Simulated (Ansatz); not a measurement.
# NaSnF3 (model cell, started as cubic perovskite with Sn in the octahedra): a soft mode frozen in

Wanted: the energy along a soft mode of NaSnF3 (model cell, started as cubic perovskite with Sn in the octahedra) and the structure at the end.

Program: Ansatz 0.2.0. Level of theory: DFT LDA, scalar-relativistic, plane waves, PAW; PAW set soft_1. Results are calculated unless marked as measured.

The structure was built from a prototype and need not be the compound's stable phase.

**1. Set-up**

Symmetry: Pm-3m, No. 221, cubic system. Conventional cell: a = 4.550 Å, b = 4.550 Å, c = 4.550 Å, α = 90.00°, β = 90.00°, γ = 90.00°. Nearest to Na lie 12 F at 3.22 Å. Sn has 6 F at 2.27 Å nearest. Nearest to F lie 2 Sn at 2.27 Å. Farther neighbours and most contacts between anions are not listed.

Coordinates:

```cif
data_structure
_symmetry_space_group_name_H-M 'P 1'
_symmetry_Int_Tables_number 1
_cell_length_a 4.5499
_cell_length_b 4.5499
_cell_length_c 4.5499
_cell_angle_alpha 90.000
_cell_angle_beta 90.000
_cell_angle_gamma 90.000
_cell_volume 94.19
loop_
_atom_site_label
_atom_site_type_symbol
_atom_site_fract_x
_atom_site_fract_y
_atom_site_fract_z
_atom_site_occupancy
Na1 Na 0.00000 0.00000 0.00000 1
Sn2 Sn 0.50000 0.50000 0.50000 1
F3 F 0.50000 0.50000 0.00000 1
F4 F 0.50000 0.00000 0.50000 1
F5 F 0.00000 0.50000 0.50000 1
```

**2. The dispersion**

The cell comes from relaxations at this level that are not shown. Stability and thermal properties need the whole zone. Linear response on a 2×2×2 q mesh gives force constants as far as a supercell of that size would, and the tensors from the zone-centre run are typed in so that the long-range dipole term is interpolated apart.

Contents of input.yaml:

```yaml
crystal:
  lattice:
    - [4.549909941, 0.0, 0.0]
    - [0.0, 4.549909941, 0.0]
    - [0.0, 0.0, 4.549909941]
  atoms:
    - { symbol: Na, position: [0.0, 0.0, 0.0] }
    - { symbol: Sn, position: [0.5, 0.5, 0.5] }
    - { symbol: F, position: [0.5, 0.5, 0.0] }
    - { symbol: F, position: [0.5, 0.0, 0.5] }
    - { symbol: F, position: [0.0, 0.5, 0.5] }
kpoints:
  mp_grid: { grid: [12, 12, 12] }
hamiltonian:
  xc: lda
  pseudopotentials: { kind: paw, azcp: { folder: soft_1 }, xc_functional: pbe }
scf:
  occupations: { method: fixed }
output:
  eigenvalues: true
phonons:
  method: dfpt
  qmesh: [2, 2, 2]
  temperatures: { t_max: 1000, t_step: 50 }
  qpath:
    path:
      - [[0.0, 0.0, 0.0], [0.0, 0.5, 0.0], [0.5, 0.5, 0.0], [0.0, 0.0, 0.0], [0.5, 0.5, 0.5], [0.0, 0.5, 0.0]]
      - [[0.5, 0.5, 0.5], [0.5, 0.5, 0.0]]
    npoints: 10
  non_analytic_term:
    high_frequency_dielectric_tensor: [[4.0829, 0.0, 0.0], [0.0, 4.0829, 0.0], [0.0, 0.0, 4.0829]]
    born_effective_charges:
      - { species: Na, tensor: [[1.2732, 0.0, 0.0], [0.0, 1.2732, 0.0], [0.0, 0.0, 1.2732]] }
      - { species: Sn, tensor: [[3.4305, 0.0, 0.0], [0.0, 3.4305, 0.0], [0.0, 0.0, 3.4305]] }
      - { species: F, tensor: [[-0.2891, 0.0, 0.0], [0.0, -0.2891, 0.0], [0.0, 0.0, -4.1255]] }
      - { species: F, tensor: [[-0.2891, 0.0, 0.0], [0.0, -4.1255, 0.0], [0.0, 0.0, -0.2891]] }
      - { species: F, tensor: [[-4.1255, 0.0, 0.0], [0.0, -0.2891, 0.0], [0.0, 0.0, -0.2891]] }
    source: "zone-centre run at this cell"
```

The run is started by

```
> ansatz run input.yaml --threads 4 --pin off --max-ram 16384MiB --backend cpu --events-out ev --progress --plain --runs-dir out
```

Numbers of over 12 decimals in the logs are rounded to 6 here.

Output:

```text
Engine: ansatz 0.2.0, aarch64-unknown-linux-gnu
Pseudopotentials: kind: paw
Pseudopotential: Na, paw, valence charge 9, recommended cutoff 420 eV (normal), soft_1/Na.paw.azcp
Pseudopotential: Sn, paw, valence charge 14, recommended cutoff 420 eV (normal), soft_1/Sn.paw.azcp
Pseudopotential: F, paw, valence charge 7, recommended cutoff 420 eV (normal), soft_1/F.paw.azcp
Functional definition: SPW92
  exchange = slater_x
  correlation = pw_c
Crystal: 5 atoms, lattice volume = 94.191 Å³
Basis set: ecut = 420 eV, 1839 PW (Γ), exchange–correlation on 64×64×64 points (8 copies of the dense FFT grid, shifted against one another)
Bands: 27, of which v1, the nominal top of the filled ones, is band 22 counted from 1 (21 counted from 0)
Symmetry: 48 space group operations
k-points: 84 of 1728
Non-local potential: Na, projectors of the file, l = 0: 3, l = 1: 2, l = 2: 1
Non-local potential: Sn, projectors of the file, l = 0: 2, l = 1: 2, l = 2: 2, l = 3: 1
Non-local potential: F, projectors of the file, l = 0: 2, l = 1: 2, l = 2: 1
PAW form: soft (Blöchl's): semilocal exchange-correlation on the pseudo side does not see the compensation charge
PAW frozen core: Na, regenerated for the run's functional, and the local potential with it (the file was generated under x = pbe(κ = 0.804, μ = 0.219515), c = pbe(β = 0.066725))
PAW frozen core: Sn, regenerated for the run's functional, and the local potential with it (the file was generated under x = pbe(κ = 0.804, μ = 0.219515), c = pbe(β = 0.066725))
PAW frozen core: F, regenerated for the run's functional, and the local potential with it (the file was generated under x = pbe(κ = 0.804, μ = 0.219515), c = pbe(β = 0.066725))
PAW one-centre angular grid: Na, 110 points (default); XC on 64 Gauss nodes
PAW one-centre angular grid: Sn, 590 points (default); XC on 64 Gauss nodes
PAW one-centre angular grid: F, 110 points (default); XC on 64 Gauss nodes
Initial density: superposition of atomic densities (chi_scale 0.1, normalization cell, long waves kept (reshape's long-wave potential 0.04 eV rms))
Initial wavefunctions: pseudopotential atomic-orbital guess
Functional: x = slater, c = lda
SCF iter   1: F=—  HF=-9734.843057 eV  |F-HF|=—  |Δ(HF+E_count)|=         —  Δρ=1.44e-1  dr2=1.59e1  ethr=3.10e-3  ⟨swp⟩=4.3  Hψ=9029  notcnv=0  defer=224
preconditioner: auto → Resta (q_TF=auto, 2.403 Å⁻¹)  ε∞=5.6  [insulator: Δε(μ)=0.011 eV  Ē_g=7.984 eV  n_scr=26 (ndim 8)  ℏωp=17.1 eV  f_vac=0.072  ε∞_Penn≈5.6]
SCF iter   2: F=—  HF=-9730.531059 eV  |F-HF|=—  |Δ(HF+E_count)|=    4.31e0  Δρ=5.58e-2  dr2=1.98e0  ethr=3.10e-3  ⟨swp⟩=3.1  Hψ=5782  notcnv=0  defer=197
SCF iter   3: F=—  HF=-9730.041442 eV  |F-HF|=—  |Δ(HF+E_count)|=   4.90e-1  Δρ=2.00e-2  dr2=5.33e-1  ethr=3.10e-3  ⟨swp⟩=2.0  Hψ=3930  notcnv=0  defer=145
SCF iter   4: F=—  HF=-9729.822917 eV  |F-HF|=—  |Δ(HF+E_count)|=   2.19e-1  Δρ=5.50e-3  dr2=5.63e-2  ethr=1.21e-3  ⟨swp⟩=2.6  Hψ=4180  notcnv=0  defer=241
SCF iter   5: F=—  HF=-9729.799384 eV  |F-HF|=—  |Δ(HF+E_count)|=   2.35e-2  Δρ=1.69e-3  dr2=3.33e-3  ethr=1.28e-4  ⟨swp⟩=3.0  Hψ=5038  notcnv=0  defer=244
SCF iter   6: F=—  HF=-9729.800128 eV  |F-HF|=—  |Δ(HF+E_count)|=   7.44e-4  Δρ=4.64e-4  dr2=1.72e-4  ethr=7.57e-6  ⟨swp⟩=2.4  Hψ=3283  notcnv=0  defer=245
SCF iter   7: F=—  HF=-9729.800167 eV  |F-HF|=—  |Δ(HF+E_count)|=   3.86e-5  Δρ=1.13e-4  dr2=1.24e-5  ethr=3.92e-7  ⟨swp⟩=2.0  Hψ=4165  notcnv=0  defer=241
SCF iter   8: F=—  HF=-9729.800172 eV  |F-HF|=—  |Δ(HF+E_count)|=   5.52e-6  Δρ=4.21e-5  dr2=2.19e-6  ethr=2.82e-8  ⟨swp⟩=2.0  Hψ=4000  notcnv=0  defer=91
SCF iter   9: F=—  HF=-9729.800172 eV  |F-HF|=—  |Δ(HF+E_count)|=   4.34e-7  Δρ=9.55e-6  dr2=1.52e-7  ethr=4.97e-9  ⟨swp⟩=2.0  Hψ=3437  notcnv=0  defer=87
SCF iter  10: F=—  HF=-9729.800172 eV  |F-HF|=—  |Δ(HF+E_count)|=   3.62e-8  Δρ=3.12e-6  dr2=8.46e-9  ethr=3.46e-10  ⟨swp⟩=3.0  Hψ=4464  notcnv=0  defer=87
SCF iter  11: F=—  HF=-9729.800172 eV  |F-HF|=—  |Δ(HF+E_count)|=   5.23e-9  Δρ=2.41e-6  dr2=3.44e-9  ethr=1.92e-11  ⟨swp⟩=2.0  Hψ=3697  notcnv=0  defer=87
SCF iter  12: F=—  HF=-9729.800172 eV  |F-HF|=—  |Δ(HF+E_count)|=  4.97e-10  Δρ=2.60e-7  dr2=5.57e-11  ethr=7.83e-12  ⟨swp⟩=2.0  Hψ=2959  notcnv=0  defer=87
SCF iter  13: F=-9729.800172 eV  HF=-9729.800172 eV  |F-HF|=0.00e0  |Δ(HF+E_count)|=  5.82e-11  Δρ=5.03e-8  dr2=1.61e-12  ethr=1.00e-12  ⟨swp⟩=13.0  Hψ=13231  notcnv=0
SCF 1 converged in 13 iterations: F = -9729.800172 eV  dr2 = 1.61e-12
  greatest PAW one-centre occupation: 0.999 electrons in one spin orbital (limit 2), on the Na atom at site 0 (counted from 0), in its partial waves of l = 0
NSCF: frozen V_eff on 84 k-points
NSCF: frozen V_eff on 343 k-points
DFPT response loops at q = (0, 0, 0) (fractional): preconditioner auto → none (the input reference at scf.mixing.eps_inf says where Resta's filter doesn't serve); β = 0.50; Broyden in place of MSR1
NSCF: frozen V_eff on 686 k-points
DFPT response loops at q = (0, 0, -0.5) (fractional): mixed as the last ones told, above
NSCF: frozen V_eff on 686 k-points
DFPT response loops at q = (0, -0.5, -0.5) (fractional): mixed as the last ones told, above
NSCF: frozen V_eff on 686 k-points
DFPT response loops at q = (-0.5, -0.5, -0.5) (fractional): mixed as the last ones told, above
SCF converged after 13 iterations
Free energy (F): -9729.800172 eV
Harris-Foulkes:  -9729.800172 eV  (|F-HF|=0.00e0)
Internal energy: -9729.800172 eV  (E = F + TS)
E sigma→0 (E₀):  -9729.800172 eV
Fermi energy:    5.735087 eV
--- Per-component energies (eV) ---
  E_band       = -513.096714
  E_kinetic    = 868.950391
  E_local      = -4791.218673  (includes V_loc(G=0)·N_el)
  E_nonlocal   = 695.984792
  E_hartree    = 1887.266340
  E_xc         = -387.277534
  E_vxc        = -420.823956  (∫ρ·V_xc dr)
  E_paw        = -5072.263814  (= ΣΔE_a)
  E_vpaw       = -640.524476  (= ΣTr[D̂ρ^β])
  E_aug_tail   = 0.002497  (compensation charges beyond the density's cutoff)
  E_ewald      = -2932.149706
  E_core_change = 0.905536  (= ΣΔE_core)
  E_smearing   = -0.000000  (= −TS)
  E_closure    = 0.000000  (closes the sum)
  Σ components = -9729.800172   (vs F -9729.800172, Δ=0.00e0)
--- Band table (eV; the first three rows and the last of 84) ---
  k-point 0: bands = [... 18 lower, -0.3025, -0.3025, -0.3025, -0.0703, 6.1678, 10.3164, 10.3164, 10.3164, ... 1 higher]
  k-point 1: bands = [... 18 lower, -0.3087, -0.3069, -0.3069, 0.2783, 6.2146, 10.0334, 10.3186, 10.3186, ... 1 higher]
  k-point 2: bands = [... 18 lower, -0.3250, -0.3155, -0.3155, 0.8530, 6.3362, 9.5246, 10.3254, 10.3254, ... 1 higher]
  k-point 83: bands = [... 18 lower, 0.0624, 0.0624, 0.0624, 5.7351, 7.2550, 7.2550, 7.2550, 8.1187, ... 1 higher]
--- Phonons (Γ-DFPT): 4 representative perturbations + reference (Σ response iterations 12) ---
  ASR residual: 4.542e-5 → 0.000e0 eV/Å²; symmetrization residual: 5.996e-6 eV/Å²
  ASR residual per site (eV/Å²): 4.54e-5 1.80e-5 2.79e-5 2.79e-5 2.79e-5
  Γ frequencies (cm⁻¹): -192.85 -192.85 -192.85 -99.82 -99.82 -99.82 -95.00 -95.00 -95.00 0.00 0.00 0.00 155.83 155.83 155.83
--- Phonons (arbitrary-q DFPT): 4 irreducible q on the 2×2×2 mesh ---
  q = [0.0000, 0.0000, 0.0000] (star 1, of the zone-centre solve; hermiticity 3.00e-6, symmetrization 3.71e-12): -192.85 -192.85 -192.85 -99.82 -99.82 -99.82 -95.00 -95.00 -95.00 -0.00 -0.00 0.00 155.83 155.83 155.83
  q = [0.0000, 0.0000, -0.5000] (star 3, 9 solved perturbations in 2646 linear systems a pass and spin channel, the states on 343 of 1728 k-point pairs; hermiticity 5.34e-7, symmetrization 2.68e-8): -164.33 -164.33 -124.55 -124.55 -94.54 -85.15 -54.85 -54.85 45.03 45.03 81.23 134.17 134.17 190.41 394.59
  q = [0.0000, -0.5000, -0.5000] (star 3, 9 solved perturbations in 2646 linear systems a pass and spin channel, the states on 343 of 1728 k-point pairs; hermiticity 4.16e-7, symmetrization 4.20e-9): -137.76 -137.76 -127.15 -115.32 -86.96 -79.86 -79.86 51.31 51.31 109.18 118.18 190.56 190.56 336.32 391.29
  q = [-0.5000, -0.5000, -0.5000] (star 1, 4 solved perturbations in 931 linear systems a pass and spin channel, the states on 343 of 1728 k-point pairs; hermiticity 7.51e-8, symmetrization 9.47e-10): -132.55 -132.55 -132.55 -127.63 -127.63 -127.63 150.06 150.06 150.06 167.24 167.24 167.24 336.14 336.14 377.56
  sum rule: each row above includes the acoustic sum rule's correction from the zone centre's row sums; it moved no ω² by more than (0.73 cm⁻¹)²
  mesh force constants: q→R imaginary residual 7.94e-18; ASR residual 4.542e-5 → 0.000e0 eV/Å²; symmetrization residual 7.105e-15 eV/Å²
  interpolated dispersion: 63 rows × 15 modes
  density of states and harmonic sums: on the 14×14×14 q-mesh, interpolated from the force constants of a 2×2×2 supercell (with the dipole–dipole term of supplied tensors)
  largest difference from the sums on the solved wave vectors: F 1.68e-1 eV, S 2.45e-4 and C_V 7.75e-5 eV/K
  zero-point energy: 0.082040 eV/cell   skipped modes (ω ≤ 0): 846, of them read as no rigid motion or as one in doubt: 843 (6.974e0 modes/cell left out, lowest -192.85 cm⁻¹)   left out of the sums: 4.65e-1 of the cell's modes: C_V's classical limit lies that fraction below 3 k_B per atom; for a crystal, a wire or a layer, F and S can be off by more, and a phonons.interpolated_qmesh denser along its periods is the remedy for the sampling
```

Elapsed: 6.3 min, on 4 threads of Arm Neoverse V2, shared host; peak memory 2.1 GiB.

This step gave:

- gap on the k-mesh: 0.4327 eV
- volume per atom: 18.84 Å³
- sum-rule residual before enforcement: 4.54e-5 eV/Å²
- lowest frequency on the path: -192.9 cm⁻¹
- point group: m-3m
- highest frequency on the path or at a solved wavevector: 394.6 cm⁻¹
- highest optical mode at the zone centre (no LO-TO term): 155.8 cm⁻¹
- lowest optical zone-centre mode: -192.8 cm⁻¹
- lowest mode on the q mesh (acoustic modes at Γ apart): -192.8 cm⁻¹

Frequencies (cm⁻¹) solved at each irreducible wavevector; negative means imaginary. Frequencies by wavevector, by row:

```csv
q in reciprocal lattice units,star,mode 1,mode 2,mode 3,mode 4,mode 13,mode 14,mode 15
0 0 0,1,-192.8,-192.8,-192.8,-99.8,155.8,155.8,155.8
0 0 -0.5,3,-164.3,-164.3,-124.5,-124.5,134.2,190.4,394.6
0 -0.5 -0.5,3,-137.8,-137.8,-127.2,-115.3,190.6,336.3,391.3
-0.5 -0.5 -0.5,1,-132.6,-132.6,-132.6,-127.6,336.1,336.1,377.6
```

Interpolated from a 2×2×2 q mesh, with the LO-TO term (at Γ the limit along the path; where Γ stands inside the path, tables give the limit on arrival). The phonon branches at the labelled points (cm⁻¹):

```csv
point,branch 1,branch 2,branch 3,branch 4,branch 12,branch 13,branch 14,branch 15
Γ,-193,-193,-178,-100,80,156,156,375
halfway,-181,-181,-137,-109,136,148,148,385
X,-164,-164,-125,-125,134,134,190,395
halfway,-146,-135,-126,-114,143,190,250,387
M,-138,-138,-127,-115,191,191,336,391
halfway,-167,-149,-110,-110,140,148,222,366
Γ,-193,-193,-178,-100,80,156,156,375
halfway,-141,-141,-116,-106,144,226,226,350
R,-132,-132,-132,-128,167,336,336,378
halfway,-131,-127,-123,-121,186,230,260,378
X,-164,-164,-125,-125,134,134,190,395
jump to R,-132,-132,-132,-128,167,336,336,378
halfway,-134,-134,-127,-116,183,239,336,381
M,-138,-138,-127,-115,191,191,336,391
```

Symmetry leaves 4 wavevectors to solve. The lowest mode among them, the acoustic zeros apart, lies at Γ and is imaginary, 192.8i cm⁻¹, so the energy falls along it.

**3. The mode frozen in, largest atomic shift 0 Å**

The mode followed lies at q = (0, 0, -0.5) with frequency 164.3i cm⁻¹ and is 2-fold degenerate, one of the unstable modes though not the softest. At small amplitude the distorted cell has space group no. 51 by a symmetry search on the positions. The undistorted cell that holds it gives the zero of energy on the same k mesh.

System of this step: NaSnF3 (model cell, started as cubic perovskite with Sn in the octahedra). The structure is cubic, space group Pm-3m (No. 221). The conventional cell has a = 4.550 Å, b = 4.550 Å, c = 4.550 Å, α = 90.00°, β = 90.00°, γ = 90.00°. Nearest to Na lie 12 F at 3.22 Å. Sn has 6 F at 2.27 Å nearest. Nearest to F lie 2 Sn at 2.27 Å. Nearest to F lie 2 Sn at 2.27 Å. Farther neighbours and most contacts between anions are not listed.

Contents of input.yaml:

```yaml
crystal:
  lattice:
    - [4.549909941, 0.0, 0.0]
    - [0.0, 4.549909941, 0.0]
    - [0.0, 0.0, 9.099819882]
  atoms:
    - { symbol: Na, position: [0.0, 0.0, 0.0] }
    - { symbol: Na, position: [0.0, 0.0, 0.5] }
    - { symbol: Sn, position: [0.5, 0.5, 0.25] }
    - { symbol: Sn, position: [0.5, 0.5, 0.75] }
    - { symbol: F, position: [0.5, 0.5, 0.0] }
    - { symbol: F, position: [0.5, 0.5, 0.5] }
    - { symbol: F, position: [0.5, 0.0, 0.25] }
    - { symbol: F, position: [0.5, 0.0, 0.75] }
    - { symbol: F, position: [0.0, 0.5, 0.25] }
    - { symbol: F, position: [0.0, 0.5, 0.75] }
kpoints:
  mp_grid: { grid: [8, 8, 4] }
hamiltonian:
  xc: lda
  pseudopotentials: { kind: paw, azcp: { folder: soft_1 }, xc_functional: pbe }
scf:
  occupations: { method: gaussian, width: 0.02 }
output:
  forces: true
  stress: true
  eigenvalues: true
```

Output:

```text
[...]
Crystal: 10 atoms, lattice volume = 188.382 Å³
Basis set: ecut = 420 eV, 3679 PW (Γ)
Bands: 54, of which v1, the nominal top of the filled ones, is band 44 counted from 1 (43 counted from 0)
Symmetry: 32 space group operations
[...]
k-points: 45 of 256
[...]
k-point 0: bands = [... 40 lower, -0.3022, -0.3022, -0.0701, 2.8577, 6.1678, 6.2674, 9.1080, 10.3166, ... 3 higher]
  k-point 1: bands = [... 40 lower, -0.3108, -0.3108, 0.5515, 2.4253, 6.2689, 6.4316, 8.8903, 9.7837, ... 3 higher]
  k-point 2: bands = [... 40 lower, -0.3207, -0.3207, 1.5036, 1.5036, 6.4655, 6.4655, 9.0789, 9.0789, ... 3 higher]
  k-point 44: bands = [... 40 lower, 0.0608, 0.0608, 4.8262, 4.8262, 7.2129, 7.2129, 7.2129, 7.2129, ... 3 higher]
[key lines of the parts left out:]
SCF converged after 11 iterations
Free energy (F): -19459.599581 eV
Fermi energy:    5.951662 eV
P = ⅓ Tr σ = -0.0031 GPa (-0.031 kbar)
```

Elapsed: 6.3 s, on 4 threads; peak memory 0.68 GiB; 24 s of CPU time.

Numbers from this step:

* pressure: -0.003114 GPa
* gap on the k-mesh: 0.4323 eV
* energy from the undistorted cell: 0 meV/atom

At this level the gap is 0.43 eV on the k-mesh of the self-consistent run, which can miss the band edges.

**4. The mode frozen in, largest atomic shift 0.32 Å**

The atoms are moved along the unstable eigenvector, the largest shift by 0.32 Å, with the cell fixed.

input.yaml, the sections that differ from step 3:

```yaml
crystal:
  lattice:
    - [4.549909941, 0.0, 0.0]
    - [0.0, 4.549909941, 0.0]
    - [0.0, 0.0, 9.099819882]
  atoms:
    - { symbol: Na, position: [0.0, 0.0, 0.0] }
    - { symbol: Na, position: [0.0, 0.0, 0.5] }
    - { symbol: Sn, position: [0.5, 0.5041556696, 0.25] }
    - { symbol: Sn, position: [0.5, 0.4958443304, 0.75] }
    - { symbol: F, position: [0.5, 0.5, 0.0] }
    - { symbol: F, position: [0.5, 0.5, 0.5] }
    - { symbol: F, position: [0.5, 0.068386819, 0.25] }
    - { symbol: F, position: [0.5, -0.068386819, 0.75] }
    - { symbol: F, position: [0.0, 0.4296689376, 0.25] }
    - { symbol: F, position: [0.0, 0.5703310624, 0.75] }
# kpoints, hamiltonian, scf, output: as in step 3
```

Output:

```text
[...]
Crystal: 10 atoms, lattice volume = 188.382 Å³
Basis set: ecut = 420 eV, 3679 PW (Γ)
Bands: 54, of which v1, the nominal top of the filled ones, is band 44 counted from 1 (43 counted from 0)
Symmetry: 8 space group operations
[...]
k-points: 75 of 256
[...]
k-point 0: bands = [... 40 lower, -0.2789, -0.2734, 0.5665, 2.9343, 6.2185, 6.3345, 9.2680, 9.9203, ... 3 higher]
  k-point 1: bands = [... 40 lower, -0.3016, -0.2840, 0.8943, 2.5227, 6.4146, 6.4163, 8.9860, 9.6273, ... 3 higher]
  k-point 2: bands = [... 40 lower, -0.3085, -0.3085, 1.6745, 1.6745, 6.5446, 6.5446, 9.0441, 9.0441, ... 3 higher]
  k-point 74: bands = [... 40 lower, 0.0415, 0.0415, 4.2228, 4.2228, 6.9952, 6.9952, 7.8817, 7.8817, ... 3 higher]
[key lines of the parts left out:]
SCF converged after 12 iterations
Free energy (F): -19459.716852 eV
Fermi energy:    5.584459 eV
P = ⅓ Tr σ = 0.5463 GPa (5.463 kbar)
```

The job ended after 10 s (4 threads; peak memory 0.82 GiB).

This step gave:

```
pressure                         : 0.5463 GPa
gap on the k-mesh                : 1.145 eV
energy from the undistorted cell : -11.73 meV/atom
```

The energy, extrapolated to zero smearing, is -11.73 meV/atom against the undistorted cell.

The run ends at a pressure of 0.55 GPa, with forces up to 1.1 eV/Å.

**5. Energy along the mode, all amplitudes (two of the runs are shown above)**

An imaginary frequency means negative curvature, so the energy should fall and then rise again as anharmonic terms take over.

Numbers from this step:

```
depth at the lowest point sampled  : 11.73 meV/atom
largest atomic shift at that point : 0.32 Å
```

Energy from the parent against largest atomic shift:

```csv
largest atomic shift (Å),energy from the parent (meV/atom)
0.000,0
0.040,-0.589
0.080,-2.26
0.140,-6.21
0.220,-11.7
0.320,-11.7
0.450,20.8
```

Displacement at unit largest shift by atom:

```csv
atom,x (Å),y (Å),z (Å),size
Na1,0.00,0.00,0.00,0.00
Na2,0.00,0.00,0.00,0.00
Sn3,0.00,0.06,0.00,0.06
Sn4,0.00,-0.06,0.00,0.06
F5,0.00,0.00,0.00,0.00
F6,0.00,0.00,0.00,0.00
F7,0.00,0.97,0.00,0.97
F8,0.00,-0.97,0.00,0.97
F9,0.00,-1.00,0.00,1.00
F10,0.00,1.00,0.00,1.00
```

The lowest of the steps tried is at 0.32 Å, 11.7 meV/atom below the parent; the bottom of the well need not coincide with a step.

(Part 1 of 2 ends here.)

[Logs are printed without paths, hosts, clocks, repeated set-up lines and the standing remarks that a program may print on its own settings, such as how far it seeks lower states.]

[Hosts, paths, dates, database ids (printed as entryN), source tags and the programs' standing remarks are cut or masked in the printed files.]
